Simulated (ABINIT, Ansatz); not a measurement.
# NaHF2 (R-3m): G0W0 with ABINIT, start to end, part 2 of 3

Wanted: ground state, empty states, screening and self-energy for NaHF2 (R-3m).

ABINIT 10.8.3; PBEsol and many-body steps on it, plane waves. Known limits of the many-body steps: not at the basis limit.

So far. Step 2 (Ground state): The gap is indirect, with the least direct gap 0.20 eV higher.

## (3) Bands along the symmetry lines

Level of this step: DFT, PBEsol, plane waves, norm-conserving pseudopotentials (ABINIT).

Levels along a band path, at the cheap level, show where the edges lie and whether the meshes to come will hold them.

Contents of run.abi:

```
acell 3*1.0 Angstrom
rprim 
  1.737000000015 1.002857417591 4.583333333300
  -1.737000000015 1.002857417591 4.583333333300
  -0.000000000000 -2.005714835182 4.583333333300
ntypat 3
znucl 11 1 9
natom 4
typat 1 2 3 3
xred 
  0.000000000000 0.000000000000 0.000000000000
  0.500000000000 0.500000000000 0.500000000000
  0.417600000000 0.417600000000 0.417600000000
  0.582400000000 0.582400000000 0.582400000000
pp_dirpath "pseudos"
pseudos "Na.upf, H.upf, F.upf"
ecut 38
iscf -2
irdden 1
kptopt 0
nkpt 59
kpt 
  0.00000000 0.00000000 0.00000000
  0.06250000 0.06250000 0.06250000
  0.12500000 0.12500000 0.12500000
  0.18750000 0.18750000 0.18750000
  0.25000000 0.25000000 0.25000000
  0.31250000 0.31250000 0.31250000
  0.37500000 0.37500000 0.37500000
  0.43750000 0.43750000 0.43750000
  0.50000000 0.50000000 0.50000000
  0.53767702 0.46232298 0.50000000
  0.57535404 0.42464596 0.50000000
  0.61303106 0.38696894 0.50000000
  0.65070808 0.34929192 0.50000000
  0.68838511 0.31161489 0.50000000
  0.72606213 0.27393787 0.50000000
  0.76373915 0.23626085 0.50000000
  0.80141617 0.19858383 0.50000000
  0.50000000 -0.19858383 0.19858383
  0.50000000 -0.17376085 0.17376085
  0.50000000 -0.14893787 0.14893787
  0.50000000 -0.12411489 0.12411489
  0.50000000 -0.09929191 0.09929191
  0.50000000 -0.07446894 0.07446894
  0.50000000 -0.04964596 0.04964596
  0.50000000 -0.02482298 0.02482298
  0.50000000 0.00000000 0.00000000
  0.43750000 0.00000000 0.00000000
  0.37500000 0.00000000 0.00000000
  0.31250000 0.00000000 0.00000000
  0.25000000 0.00000000 0.00000000
  0.18750000 0.00000000 0.00000000
  0.12500000 0.00000000 0.00000000
  0.06250000 0.00000000 0.00000000
  0.00000000 0.00000000 0.00000000
  0.04366149 -0.04366149 0.00000000
  0.08732298 -0.08732298 0.00000000
  0.13098447 -0.13098447 0.00000000
  0.17464595 -0.17464595 0.00000000
  0.21830744 -0.21830744 0.00000000
  0.26196893 -0.26196893 0.00000000
  0.30563042 -0.30563042 0.00000000
  0.34929191 -0.34929191 -0.00000000
  0.65070809 0.00000000 0.34929191
  0.63186958 0.00000000 0.36813042
  0.61303107 0.00000000 0.38696893
  0.59419256 0.00000000 0.40580744
  0.57535404 0.00000000 0.42464596
  0.55651553 0.00000000 0.44348447
  0.53767702 0.00000000 0.46232298
  0.51883851 0.00000000 0.48116149
  0.50000000 0.00000000 0.50000000
  0.43750000 0.00000000 0.43750000
  0.37500000 0.00000000 0.37500000
  0.31250000 0.00000000 0.31250000
  0.25000000 0.00000000 0.25000000
  0.18750000 0.00000000 0.18750000
  0.12500000 0.00000000 0.12500000
  0.06250000 0.00000000 0.06250000
  0.00000000 0.00000000 0.00000000
istwfk *1
nband 19
nbdbuf 2
tolwfr 1e-08
nstep 40
prtwf 0
prtvol 0
indata_prefix "in"
outdata_prefix "out"
tmpdata_prefix "tmp"
```

Run with:

```bash
OMP_NUM_THREADS=1 mpirun -n 4 abinit run.abi > log
```

Numbers of over 12 decimals in the logs are rounded to 6 here.

What it wrote:

```text
.Version 10.8.3 of ABINIT. v10.8.2 released Aug 2026.

 Symmetries : space group R-3 m (#166); Bravais hR (rhombohedral)
[... echo of the input left out ...]
== DATASET  1 ==================================================================
-   mpi_nproc: 4, omp_nthreads: 1 (-1 if OMP is not activated)

--- !DatasetInfo
iteration_state: {dtset: 1, }
dimensions: {natom: 4, nkpt: 59, mband: 19, nsppol: 1, nspinor: 1, nspden: 1, mpw: 3640, }
cutoff_energies: {ecut:  38.0, pawecutdg:  -1.0, }
electrons: {nelect:   2.40000000E+01, charge:   0.00000000E+00, occopt:   1.00000000E+00, tsmear:   1.00000000E-02, }

 Real(R)+Recip(G) space primitive vectors, cartesian coordinates (Bohr,Bohr^-1):
 R(1)=  3.2824543  1.8951259  8.6612447  G(1)=  0.1523250  0.0879449  0.0384856
 R(2)= -3.2824543  1.8951259  8.6612447  G(2)= -0.1523250  0.0879449  0.0384856
 R(3)=  0.0000000 -3.7902517  8.6612447  G(3)=  0.0000000 -0.1758898  0.0384856
 Unit cell volume ucvol=  3.2327216E+02 bohr^3
 Angles (23,13,12)=  4.06314301E+01  4.06314301E+01  4.06314301E+01 degrees

 getcut: wavevector=  0.0000  0.0000  0.0000  ngfft=  54  54  54
         ecut(hartree)=     38.000   => boxcut(ratio)=   2.05942

--- Pseudopotential description ------------------------------------------------
- Na Generated using ONCVPSP code by D. R. Hamann
- 11.00000   9.00000  180301                  znucl, zion, pspdat
12 -116133 1 -1 2016                          pspcod,pspxc,lmax,lloc,mmax
     nproj     2     2     0
  pspatm : epsatm=    9.32918808
         --- l  ekb(1:nproj) -->
             0    2.657905   -0.678300
             1   -6.761319   -2.404728
 pspatm: atomic psp has been read  and splines computed

- H Generated using ONCVPSP code by D. R. Hamann
-  1.00000   1.00000  180301                  znucl, zion, pspdat
12 -116133 1 -1 1180                          pspcod,pspxc,lmax,lloc,mmax
     nproj     2     1     0
  pspatm : epsatm=    0.35585368
         --- l  ekb(1:nproj) -->
             0   -1.674911   -0.523609
             1   -0.494138
 pspatm: atomic psp has been read  and splines computed

- F Generated using ONCVPSP code by D. R. Hamann
-  9.00000   7.00000  180301                  znucl, zion, pspdat
12 -116133 2 -1 832                           pspcod,pspxc,lmax,lloc,mmax
     nproj     2     2     1
  pspatm : epsatm=    4.89824381
         --- l  ekb(1:nproj) -->
[...]
2   -2.394754
 pspatm: atomic psp has been read  and splines computed

--------------------------------------------------------------------------------

================================================================================
 prteigrs : about to open file out_EIG
 Non-SCF case, kpt    1 (  0.00000  0.00000  0.00000), residuals and eigenvalues=
  2.10E-09  6.77E-09  2.55E-09  1.55E-09  4.78E-09  3.07E-09  2.74E-09  1.43E-09
[...]
6.4796E-01
 Non-SCF case, kpt    3 (  0.12500  0.12500  0.12500), residuals and eigenvalues=
[...]
6.4630E-01
[...]
Non-SCF case, kpt   58 (  0.06250  0.00000  0.06250), residuals and eigenvalues=
[...]
6.3085E-01
 Non-SCF case, kpt   59 (  0.00000  0.00000  0.00000), residuals and eigenvalues=
[...]
-3.0980E-01 -1.4551E-01 -1.4551E-01 -1.3481E-01 -1.3481E-01 -1.3385E-01
  1.2823E-01  3.5973E-01  4.0202E-01  5.2441E-01  5.7446E-01  5.7446E-01
  6.4840E-01

--- !ResultsGS
iteration_state: {dtset: 1, }
comment   : Summary of ground state results
lattice_vectors:
- [  3.2824543,   1.8951259,   8.6612447, ]
- [ -3.2824543,   1.8951259,   8.6612447, ]
- [ -0.0000000,  -3.7902517,   8.6612447, ]
lattice_lengths: [   9.45427,    9.45427,    9.45427, ]
lattice_angles: [ 40.631,  40.631,  40.631, ] # degrees, (23, 13, 12)
lattice_volume:   3.2327216E+02
convergence: {deltae:  0.000E+00, res2:  0.000E+00, residm:  9.986E-09, diffor:  0.000E+00, }
etotal    :  -9.54888502E+01
entropy   :   0.00000000E+00
fermie    :  -1.26494763E-01
cartesian_stress_tensor: null
pressure_GPa: null
xred      :
- [  0.0000E+00,   0.0000E+00,   0.0000E+00, Na]
- [  5.0000E-01,   5.0000E-01,   5.0000E-01,  H]
- [  4.1760E-01,   4.1760E-01,   4.1760E-01,  F]
- [  5.8240E-01,   5.8240E-01,   5.8240E-01,  F]
cartesian_forces: null
force_length_stats: {min: null, max: null, mean: null, }

 Integrated electronic density in atomic spheres:
 ------------------------------------------------
 Atom  Sphere_radius  Integrated_density
[...]
================================================================================

 ----iterations are completed or convergence reached----

 Mean square residual over all n,k,spin=   42.481E-10; max=  99.863E-10
 reduced coordinates (array xred) for    4 atoms
[...]
cartesian coordinates (angstrom) at end:
    1      0.000000     0.000000     0.000000
    2     -0.000000     0.000000     6.875000
    3     -0.000000     0.000000     5.742000
    4      0.000000     0.000000     8.008000
 length scales=  1.889726125908  1.889726125908  1.889726125908 bohr
              =  1.000000000000  1.000000000000  1.000000000000 angstroms
 prteigrs : about to open file out_EIG
 Eigenvalues (hartree) for nkpt=  59  k points:
 kpt#   1, nband= 19, wtk=  1.00000, kpt=  0.0000  0.0000  0.0000 (reduced coord)
[...]
kpt#   2, nband= 19, wtk=  1.00000, kpt=  0.0625  0.0625  0.0625 (reduced coord)
[...]
kpt#   3, nband= 19, wtk=  1.00000, kpt=  0.1250  0.1250  0.1250 (reduced coord)
[...]
kpt#  58, nband= 19, wtk=  1.00000, kpt=  0.0625  0.0000  0.0625 (reduced coord)
[...]
0.55534    0.57457    0.63085
 kpt#  59, nband= 19, wtk=  1.00000, kpt=  0.0000  0.0000  0.0000 (reduced coord)
  -1.82753   -0.87479   -0.83452   -0.80128   -0.80128   -0.79265   -0.30980   -0.14551
  -0.14551   -0.13481   -0.13481   -0.13385    0.12823    0.35973    0.40202    0.52441
   0.57446    0.57446    0.64840

== END DATASET(S) ==============================================================
================================================================================

 -outvars: echo values of variables after computation  --------
            nband          19
             nkpt          59
          spgroup         166
 [... the other variables as echoed above ...]

 Calculation completed.
```

The job ended after 44 s (4 MPI ranks of Arm Neoverse N1, shared host; peak memory 0.37 GiB; 2.9 min of CPU time).

Numbers from this step:

| Property | Result |
| --- | --- |
| gap | 6.931 eV |
| k of the valence top | 0.5, 0.5, 0.5 |
| k of the conduction bottom | 0, 0, 0 |
| least direct gap | 7.132 eV |

The gap is 6.931 eV, as in the run before at this level.

The electronic bands at the labelled points (eV, zero at the top of the highest filled band):

```tsv
point	band 9	band 10	band 11	band 12	band 13	band 14	band 15	band 16
Γ	-0.52	-0.23	-0.23	-0.20	6.93	13.23	14.38	17.71
halfway	-0.64	-0.64	-0.09	-0.09	7.59	11.28	16.39	17.76
T	-0.72	-0.72	0.00	0.00	8.69	9.77	16.46	19.22
halfway	-1.03	-0.83	-0.25	-0.09	9.91	11.00	15.27	15.50
H2	-1.14	-0.86	-0.33	-0.30	12.39	12.68	13.58	13.81
jump to H0	-1.14	-0.86	-0.33	-0.30	12.39	12.68	13.58	13.81
halfway	-0.87	-0.57	-0.44	-0.31	11.65	12.01	14.93	15.43
L	-0.68	-0.51	-0.38	-0.32	11.09	11.81	15.19	15.49
halfway	-0.60	-0.45	-0.27	-0.21	8.43	13.51	15.09	15.49
Γ	-0.52	-0.23	-0.23	-0.20	6.93	13.23	14.38	17.71
halfway	-0.75	-0.53	-0.31	-0.17	8.94	14.31	14.42	15.38
S0	-1.20	-0.61	-0.57	-0.23	12.48	12.50	13.38	14.72
jump to S2	-1.20	-0.61	-0.57	-0.23	12.48	12.50	13.38	14.72
halfway	-0.99	-0.73	-0.56	-0.16	12.10	12.45	13.52	14.02
F	-0.86	-0.80	-0.56	-0.12	11.98	12.17	13.61	13.75
halfway	-0.71	-0.54	-0.32	-0.15	8.63	12.81	15.33	16.16
Γ	-0.52	-0.23	-0.23	-0.20	6.93	13.23	14.38	17.71
```

The electronic bands as a text plot (rows in eV, shown from -8.0 to 12.9 only; labels by their first letter):

```
   12.5 |++          ++++++    +                ++++++++  ++++
   11.6 |  +        +  +  +++++                 ++   +++
   10.8 |   ++    +++++      +++               +        +
    9.9 |     ++++ +            +             +          +
    9.0 |      ++++              +          ++            +++
    8.1 |   +++                   +++      +                 +
    7.3 |+++                         ++++++                   +++
    6.4 |
    5.5 |
    4.6 |
    3.8 |
    2.9 |
    2.0 |
    1.2 |
    0.3 |  **********                     **         ********
   -0.6 |********************************************************
   -1.5 |     **********************        *****************
   -2.3 |
   -3.2 |
   -4.1 |    ***********
   -4.9 |****           *****************************************
   -5.8 |
   -6.7 |
   -7.6 |
         Γ    T        H|H    L        Γ         S|S   F        Γ
```

## (4) Empty states on the mesh, 4×4×4 mesh, 97 bands

The sums over transitions need many empty states on a uniform mesh; this step solves for them.

Contents of run.abi:

```
acell 3*1.0 Angstrom
rprim 
  1.737000000015 1.002857417591 4.583333333300
  -1.737000000015 1.002857417591 4.583333333300
  -0.000000000000 -2.005714835182 4.583333333300
ntypat 3
znucl 11 1 9
natom 4
typat 1 2 3 3
xred 
  0.000000000000 0.000000000000 0.000000000000
  0.500000000000 0.500000000000 0.500000000000
  0.417600000000 0.417600000000 0.417600000000
  0.582400000000 0.582400000000 0.582400000000
pp_dirpath "pseudos"
pseudos "Na.upf, H.upf, F.upf"
ecut 38
ngkpt 4 4 4
nshiftk 1
shiftk 0 0 0
kptopt 1
chksymbreak 0
iscf -2
irdden 1
istwfk *1
nband 97
nbdbuf 8
tolwfr 1e-09
nstep 60
prtvol 0
indata_prefix "in"
outdata_prefix "out"
tmpdata_prefix "tmp"
```

What it wrote:

```text
.Version 10.8.3 of ABINIT. v10.8.2 released Aug 2026.

 Symmetries : space group R-3 m (#166); Bravais hR (rhombohedral)
[... echo of the input left out ...]
== DATASET  1 ==================================================================
-   mpi_nproc: 4, omp_nthreads: 1 (-1 if OMP is not activated)

--- !DatasetInfo
iteration_state: {dtset: 1, }
dimensions: {natom: 4, nkpt: 13, mband: 97, nsppol: 1, nspinor: 1, nspden: 1, mpw: 3640, }
cutoff_energies: {ecut:  38.0, pawecutdg:  -1.0, }
electrons: {nelect:   2.40000000E+01, charge:   0.00000000E+00, occopt:   1.00000000E+00, tsmear:   1.00000000E-02, }

 Real(R)+Recip(G) space primitive vectors, cartesian coordinates (Bohr,Bohr^-1):
 R(1)=  3.2824543  1.8951259  8.6612447  G(1)=  0.1523250  0.0879449  0.0384856
 R(2)= -3.2824543  1.8951259  8.6612447  G(2)= -0.1523250  0.0879449  0.0384856
 R(3)=  0.0000000 -3.7902517  8.6612447  G(3)=  0.0000000 -0.1758898  0.0384856
 Unit cell volume ucvol=  3.2327216E+02 bohr^3
 Angles (23,13,12)=  4.06314301E+01  4.06314301E+01  4.06314301E+01 degrees

 getcut: wavevector=  0.0000  0.0000  0.0000  ngfft=  54  54  54
         ecut(hartree)=     38.000   => boxcut(ratio)=   2.05942

--- Pseudopotential description ------------------------------------------------
- Na Generated using ONCVPSP code by D. R. Hamann
- 11.00000   9.00000  180301                  znucl, zion, pspdat
12 -116133 1 -1 2016                          pspcod,pspxc,lmax,lloc,mmax
     nproj     2     2     0
  pspatm : epsatm=    9.32918808
         --- l  ekb(1:nproj) -->
             0    2.657905   -0.678300
             1   -6.761319   -2.404728
 pspatm: atomic psp has been read  and splines computed

- H Generated using ONCVPSP code by D. R. Hamann
-  1.00000   1.00000  180301                  znucl, zion, pspdat
12 -116133 1 -1 1180                          pspcod,pspxc,lmax,lloc,mmax
     nproj     2     1     0
  pspatm : epsatm=    0.35585368
         --- l  ekb(1:nproj) -->
             0   -1.674911   -0.523609
             1   -0.494138
 pspatm: atomic psp has been read  and splines computed

- F Generated using ONCVPSP code by D. R. Hamann
-  9.00000   7.00000  180301                  znucl, zion, pspdat
12 -116133 2 -1 832                           pspcod,pspxc,lmax,lloc,mmax
     nproj     2     2     1
  pspatm : epsatm=    4.89824381
         --- l  ekb(1:nproj) -->
[...]
2   -2.394754
 pspatm: atomic psp has been read  and splines computed

--------------------------------------------------------------------------------

================================================================================
 prteigrs : about to open file out_EIG
 Non-SCF case, kpt    1 (  0.00000  0.00000  0.00000), residuals and eigenvalues=
  7.26E-10  2.49E-10  7.35E-10  2.44E-10  4.56E-10  3.76E-10  2.93E-10  1.12E-10
  1.38E-10  1.42E-10  3.22E-10  2.17E-10  4.54E-10  2.64E-10  8.54E-10  1.78E-10
  3.75E-11  2.74E-10  1.83E-10  8.04E-10  4.28E-10  6.70E-11  2.53E-10  4.08E-11
[...]
2.89E-05
 -1.8275E+00 -8.7479E-01 -8.3452E-01 -8.0128E-01 -8.0128E-01 -7.9265E-01
 -3.0980E-01 -1.4551E-01 -1.4551E-01 -1.3481E-01 -1.3481E-01 -1.3385E-01
  1.2823E-01  3.5973E-01  4.0202E-01  5.2441E-01  5.7446E-01  5.7446E-01
[...]
2.6627E+00  2.6627E+00  2.6783E+00  2.7161E+00  2.7161E+00  2.7342E+00
  2.7374E+00  2.7512E+00  2.7547E+00  2.8111E+00  2.8111E+00  2.8633E+00
  2.8634E+00
 prteigrs : prtvol=0 or 1, do not print more k-points.

--- !ResultsGS
iteration_state: {dtset: 1, }
comment   : Summary of ground state results
lattice_vectors:
- [  3.2824543,   1.8951259,   8.6612447, ]
- [ -3.2824543,   1.8951259,   8.6612447, ]
- [ -0.0000000,  -3.7902517,   8.6612447, ]
lattice_lengths: [   9.45427,    9.45427,    9.45427, ]
lattice_angles: [ 40.631,  40.631,  40.631, ] # degrees, (23, 13, 12)
lattice_volume:   3.2327216E+02
convergence: {deltae:  0.000E+00, res2:  0.000E+00, residm:  9.918E-10, diffor:  0.000E+00, }
etotal    :  -9.54888502E+01
entropy   :   0.00000000E+00
fermie    :  -1.26494763E-01
cartesian_stress_tensor: null
pressure_GPa: null
xred      :
- [  0.0000E+00,   0.0000E+00,   0.0000E+00, Na]
- [  5.0000E-01,   5.0000E-01,   5.0000E-01,  H]
- [  4.1760E-01,   4.1760E-01,   4.1760E-01,  F]
- [  5.8240E-01,   5.8240E-01,   5.8240E-01,  F]
cartesian_forces: null
force_length_stats: {min: null, max: null, mean: null, }

 Integrated electronic density in atomic spheres:
 ------------------------------------------------
 Atom  Sphere_radius  Integrated_density
[...]
================================================================================

 ----iterations are completed or convergence reached----

 Mean square residual over all n,k,spin=   35.028E-11; max=  99.182E-11
 reduced coordinates (array xred) for    4 atoms
[...]
0.417600000000      0.417600000000      0.417600000000
       0.582400000000      0.582400000000      0.582400000000

 cartesian coordinates (angstrom) at end:
    1      0.000000     0.000000     0.000000
    2     -0.000000     0.000000     6.875000
    3     -0.000000     0.000000     5.742000
    4      0.000000     0.000000     8.008000
 length scales=  1.889726125908  1.889726125908  1.889726125908 bohr
              =  1.000000000000  1.000000000000  1.000000000000 angstroms
 prteigrs : about to open file out_EIG
 Eigenvalues (hartree) for nkpt=  13  k points:
 kpt#   1, nband= 97, wtk=  0.01563, kpt=  0.0000  0.0000  0.0000 (reduced coord)
[...]
2.50579    2.50579    2.60273    2.60273    2.66265    2.66265    2.67833    2.71609
   2.71609    2.73424    2.73741    2.75119    2.75468    2.81107    2.81107    2.86330
   2.86336
 prteigrs : prtvol=0 or 1, do not print more k-points.

== END DATASET(S) ==============================================================
================================================================================

 -outvars: echo values of variables after computation  --------
            nband          97
             nkpt          13
          spgroup         166
 [... the other variables as echoed above ...]

 Calculation completed.
```

The job ended after 88 s (4 MPI ranks; peak memory 0.37 GiB).

Numbers from this step:

```
gap                                                           : 6.931 eV
k of the valence top                                          : 0.5, 0.5, 0.5
k of the conduction bottom                                    : 0, 0, 0
least direct gap                                              : 7.132 eV
k points computed                                             : 13
lowest point of the top converged band, above the valence top : 76.3116 eV
```

On this mesh the gap is 6.931 eV.

[end of part 2 of 3]

[Paths, hosts, dates, memory and timing lines, banners, echoed tables and standing remarks are left out of the program output.]

[Logs are printed without paths, hosts, clocks, repeated set-up lines and the standing remarks that a program may print on its own settings, such as how far it seeks lower states.]

[Runs of the session that timed out or met a known fault of the program may be left out.]

[Hosts, paths, dates, database ids (printed as entryN), source tags and the programs' standing remarks are cut or masked in the printed files.]

[G0W0 gaps are taken among the corrected bands and points alone; a level outside them can change the order at an edge.]

[Where Ansatz stands beside ABINIT at settings called matched, ABINIT's density can come from a denser mesh and the files from another edition; pairs whose starting gaps differed by over 0.03 eV were left out, so agreement reads better than it is.]
